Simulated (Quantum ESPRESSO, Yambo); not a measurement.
Planning a run of Yambo 5.3.0 on SrTiO3 (Tausonite). The input:

```
HF_and_locXC
gw0
dyson
ppa
em1d
rim_cut
RandQpts= 1000000
RandGvec= 1 RL
EXXRLvcs= 76 Ry
VXCRLvcs= 304 Ry
Chimod= "HARTREE"
% BndsRnXp
 1 | 67 |
%
NGsBlkXp= 7 Ry
% LongDrXp
 1 | 1 | 1 |
%
% GbndRnge
 1 | 67 |
%
DysSolver= "n"
ExtendOut
PPAPntXp= 27.21138 eV
% QPkrange
 10 | 10 | 19 | 22 |
 1 | 1 | 19 | 22 |
%
```

```sh
OMP_NUM_THREADS=1 mpirun -n 4 yambo -F gw1.in -J gw1 -C gw1 > gw1.log
```

The stored states that it reads are on a 4×4×4 mesh. Symmetry: Pm-3m, No. 221, cubic system. Conventional cell: a = 3.905 Å, b = 3.905 Å, c = 3.905 Å, α = 90.00°, β = 90.00°, γ = 90.00°. Nearest to Sr lie 12 O at 2.76 Å. Nearest to Ti lie 6 O at 1.95 Å. Nearest to O lie 2 Ti at 1.95 Å and 4 Sr at 2.76 Å. Farther neighbours and most contacts between anions are not listed.

**Question.** How long will it take on 4 MPI ranks of Arm Neoverse V2, shared host, and how much memory?

It took 38 s; on shared hardware allow 19 s to 76 s. Peak host memory was 1.7 GiB.

The screening grows as filled bands × empty bands × pairs of k points, times the square of the screening basis for the matrix.

[Paths, hosts, dates, memory and timing lines, banners, echoed tables and standing remarks are left out of the program output.]

[Logs are printed without paths, hosts, clocks, repeated set-up lines and the standing remarks that a program may print on its own settings, such as how far it seeks lower states.]

[Runs of the session that timed out or met a known fault of the program may be left out.]

[Hosts, paths, dates, database ids (printed as entryN), source tags and the programs' standing remarks are cut or masked in the printed files.]
